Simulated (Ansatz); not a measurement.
## Phonons of SiO2 (P4_2/mnm) against volume

Aim: how do the optical modes of SiO2 (P4_2/mnm) move with volume?

Method: DFT LDA, scalar-relativistic, plane waves, PAW; PAW set soft_1, in Ansatz 0.2.0.

## Step 1: The starting structure

Symmetry: P4_2/mnm, No. 136, tetragonal system. The conventional cell has a = 4.233 Å, b = 4.233 Å, c = 2.693 Å, α = 90.00°, β = 90.00°, γ = 90.00°. O has 3 Si at 1.78 to 1.84 Å nearest. Nearest to Si lie 6 O at 1.78 to 1.84 Å. Farther neighbours and most contacts between anions are not listed.

As a file:

```cif
data_structure
_symmetry_space_group_name_H-M 'P4_2/mnm'
_symmetry_Int_Tables_number 136
_cell_length_a 4.2332
_cell_length_b 4.2332
_cell_length_c 2.6935
_cell_angle_alpha 90.000
_cell_angle_beta 90.000
_cell_angle_gamma 90.000
_cell_volume 48.27
loop_
_atom_site_label
_atom_site_type_symbol
_atom_site_symmetry_multiplicity
_atom_site_Wyckoff_symbol
_atom_site_fract_x
_atom_site_fract_y
_atom_site_fract_z
_atom_site_occupancy
O1 O 4 f 0.69316 0.69316 0.00000 1
Si1 Si 2 a 0.50000 0.50000 0.50000 1
```

## Step 2: A rough relaxation first

The start is far from rest, so a relaxation with loose tolerances brings it close first.

input.yaml

```yaml
crystal:
  lattice:
    - [4.233169, 0.0, 0.0]
    - [0.0, 4.233169, 0.0]
    - [0.0, 0.0, 2.693495]
  atoms:
    - { symbol: O, position: [0.693161, 0.693161, 0.0] }
    - { symbol: O, position: [0.193161, 0.806839, 0.5] }
    - { symbol: O, position: [0.306839, 0.306839, 0.0] }
    - { symbol: O, position: [0.806839, 0.193161, 0.5] }
    - { symbol: Si, position: [0.5, 0.5, 0.5] }
    - { symbol: Si, position: [0.0, 0.0, 0.0] }
kpoints:
  mp_grid: { grid: [6, 6, 8] }
hamiltonian:
  xc: lda
  pseudopotentials: { kind: paw, azcp: { folder: soft_1 }, xc_functional: pbe }
scf:
  occupations: { method: gaussian, width: 0.1 }
output:
  forces: true
  stress: true
  eigenvalues: true
relax:
  adjacent_minimum: "off"
  f_tol: 0.05
  max_steps: 80
  cell: { stress_tol: 0.5 }
```

On the command line:

```bash
> ansatz run input.yaml --threads 4 --pin off --max-ram 16384MiB --backend cpu --events-out ev --progress --plain --runs-dir out
```

Numbers of over 12 decimals in the logs are rounded to 6 here.

Log:

```text
The last accepted step is kept in <dir> (removed where the run ends without a failure and the disk answers)
Engine: ansatz 0.2.0, x86_64-unknown-linux-gnu
Pseudopotentials: kind: paw
Pseudopotential: O, paw, valence charge 6, recommended cutoff 420 eV (normal), soft_1/O.paw.azcp
Pseudopotential: Si, paw, valence charge 4, recommended cutoff 420 eV (normal), soft_1/Si.paw.azcp
Functional definition: SPW92
[...]
cell:  # Å, volume = 45.9856 Å³
    - [4.156842, 0, 0]
    - [0, 4.156842, 0]
    - [0, 0, 2.661306]
  atoms:
    - { symbol: O, position: [0.694489, 0.694489, 0] }
    - { symbol: O, position: [0.194489, 0.805511, 0.5] }
    - { symbol: O, position: [0.305511, 0.305511, 0] }
    - { symbol: O, position: [0.805511, 0.194489, 0.5] }
    - { symbol: Si, position: [0.5, 0.5, 0.5] }
    - { symbol: Si, position: [0, 0, 0] }
[key lines of the parts left out:]
SCF converged after 4 iterations
Free energy (F): -3445.450975 eV
Fermi energy:    13.356992 eV
P = ⅓ Tr σ = -0.3143 GPa (-3.143 kbar)
```

Run time: 2.2 s. Hardware: 4 threads of Intel Xeon 6975P-C (Granite Rapids), shared host; peak memory 0.41 GiB.

The steps of the relaxation:

```csv
step,energy less that of the first step (eV),largest force component (eV/Å),pressure (GPa),volume (Å³)
1,0.0000,0.0971,-14.11,48.27
2,-0.0743,0.0004,-8.05,47.26
3,-0.1131,0.0400,0.74,45.93
4,-0.1132,0.0143,0.07,45.99
5*,-0.1043,0.0143,-0.31,45.99
```

Relaxation steps marked * repeat the geometry before them on a plane-wave basis chosen anew for their cell, so energy and pressure can jump there.

The run keeps the 16 symmetry operations that it works with, so distortions that break them were not tested.

| conventional cell, symmetrised | before | after | change |
| --- | --- | --- | --- |
| a (Å) | 4.233 | 4.157 | -1.8 % |
| b (Å) | 4.233 | 4.157 | -1.8 % |
| c (Å) | 2.693 | 2.661 | -1.2 % |
| volume (Å³/atom) | 8.04 | 7.66 | -4.7 % |

The relaxed structure:

```xyz
6
Lattice="4.1568 0.0000 0.0000 0.0000 4.1568 0.0000 0.0000 0.0000 2.6613" Properties=species:S:1:pos:R:3 pbc="T T T"
O     2.8869    2.8869    0.0000
O     0.8085    3.3484    1.3307
O     1.2700    1.2700    0.0000
O     3.3484    0.8085    1.3307
Si    2.0784    2.0784    1.3307
Si    0.0000    0.0000    0.0000
```

A gap read on the k-mesh alone can miss the band edges.

Numbers from this step:

* pressure: -0.3143 GPa
* gap on the k-mesh: 5.799 eV
* volume per atom: 7.664 Å³

In this step the volume went from 8.04 to 7.66 Å³/atom.

## Step 3: Bringing the structure to rest

The cell and atoms are relaxed, since residual forces and stress would shift the frequencies.

input.yaml, the sections that differ from step 2:

```yaml
crystal:
  lattice:
    - [4.1568423282, 0.0, 0.0]
    - [0.0, 4.1568423282, 0.0]
    - [0.0, 0.0, 2.6613064921]
  atoms:
    - { symbol: O, position: [0.6944886421, 0.6944886421, 0.0] }
    - { symbol: O, position: [0.1944886421, 0.8055113579, 0.5] }
    - { symbol: O, position: [0.3055113579, 0.3055113579, 0.0] }
    - { symbol: O, position: [0.8055113579, 0.1944886421, 0.5] }
    - { symbol: Si, position: [0.5, 0.5, 0.5] }
    - { symbol: Si, position: [0.0, 0.0, 0.0] }
scf:
  occupations: { method: gaussian, width: 0.02 }
relax:
  adjacent_minimum: "off"
  f_tol: 0.005
  max_steps: 80
  cell: { stress_tol: 0.05 }
# kpoints, hamiltonian, output: as in step 2
```

Log:

```text
[...]
Crystal: 6 atoms, lattice volume = 45.986 Å³
Basis set: ecut = 420 eV, 913 PW (Γ)
Bands: 22, of which v1, the nominal top of the filled ones, is band 16 counted from 1 (15 counted from 0)
Symmetry: 16 space group operations
[...]
k-points: 50 of 288
[...]
cell:  # Å, volume = 45.9440 Å³
    - [4.154862, 0, 0.0]
    - [0, 4.154862, 0.0]
    - [0.0, 0.0, 2.661434]
  atoms:
    - { symbol: O, position: [0.694435, 0.694435, 0.0] }
    - { symbol: O, position: [0.194435, 0.805565, 0.5] }
    - { symbol: O, position: [0.305565, 0.305565, 0.0] }
    - { symbol: O, position: [0.805565, 0.194435, 0.5] }
    - { symbol: Si, position: [0.5, 0.5, 0.5] }
    - { symbol: Si, position: [0, 0, 0.0] }
[key lines of the parts left out:]
SCF converged after 3 iterations
Free energy (F): -3445.450970 eV
Fermi energy:    13.379980 eV
P = ⅓ Tr σ = -0.0037 GPa (-0.037 kbar)
```

Elapsed: 2.4 s, on 4 threads; peak memory 0.42 GiB.

Little changed from the start: no atom moved by 0.005 Å and no cell edge by 0.1 %.

Numbers from this step:

* pressure: -0.003676 GPa
* gap on the k-mesh: 5.816 eV
* volume per atom: 7.657 Å³

In this step the volume went from 7.66 to 7.66 Å³/atom.

## Step 4: Tight relaxation

Phonons need small forces and stress, so the relaxation is finished with tight tolerances on 8×8×8 k points.

input.yaml

```yaml
crystal:
  lattice:
    - [4.1548620114, 0.0, 0.0]
    - [0.0, 4.1548620114, 0.0]
    - [0.0, 0.0, 2.6614337063]
  atoms:
    - { symbol: O, position: [0.6944351984, 0.6944351984, 0.0] }
    - { symbol: O, position: [0.1944351984, 0.8055648016, 0.5] }
    - { symbol: O, position: [0.3055648016, 0.3055648016, 0.0] }
    - { symbol: O, position: [0.8055648016, 0.1944351984, 0.5] }
    - { symbol: Si, position: [0.5, 0.5, 0.5] }
    - { symbol: Si, position: [0.0, 0.0, 0.0] }
kpoints:
  mp_grid: { grid: [8, 8, 8] }
hamiltonian:
  xc: lda
  pseudopotentials: { kind: paw, azcp: { folder: soft_1 }, xc_functional: pbe }
scf:
  occupations: { method: fixed }
output:
  forces: true
  stress: true
  eigenvalues: true
relax:
  adjacent_minimum: "off"
  f_tol: 0.001
  max_steps: 60
  cell: { stress_tol: 0.01 }
```

Log:

```text
[...]
Crystal: 6 atoms, lattice volume = 45.944 Å³
Basis set: ecut = 420 eV, 913 PW (Γ)
Bands: 22, of which v1, the nominal top of the filled ones, is band 16 counted from 1 (15 counted from 0)
Symmetry: 16 space group operations
[...]
k-points: 75 of 512
[...]
cell:  # Å, volume = 45.9437 Å³
    - [4.154913, 0, 0.0]
    - [0, 4.154913, 0.0]
    - [0.0, 0.0, 2.661349]
  atoms:
    - { symbol: O, position: [0.694429, 0.694429, 0.0] }
    - { symbol: O, position: [0.194429, 0.805571, 0.5] }
    - { symbol: O, position: [0.305571, 0.305571, 0.0] }
    - { symbol: O, position: [0.805571, 0.194429, 0.5] }
    - { symbol: Si, position: [0.5, 0.5, 0.5] }
    - { symbol: Si, position: [0, 0, 0.0] }
[key lines of the parts left out:]
SCF converged after 5 iterations
Free energy (F): -3445.450897 eV
Fermi energy:    10.472121 eV
P = ⅓ Tr σ = 0.0028 GPa (0.028 kbar)
```

It took 2.4 s on 4 threads; peak memory 0.43 GiB.

Little changed from the start: no atom moved by 0.005 Å and no cell edge by 0.1 %.

Numbers from this step:

| Quantity | Value |
| --- | --- |
| pressure | 0.002794 GPa |

The largest force component left is 0.056 meV/Å and the pressure is 0.003 GPa, within the tolerances set. The cell now holds 7.66 Å³/atom.

(Continued in part 2 of 4.)

[Logs are printed without paths, hosts, clocks, repeated set-up lines and the standing remarks that a program may print on its own settings, such as how far it seeks lower states.]

[Hosts, paths, dates, database ids (printed as entryN), source tags and the programs' standing remarks are cut or masked in the printed files.]
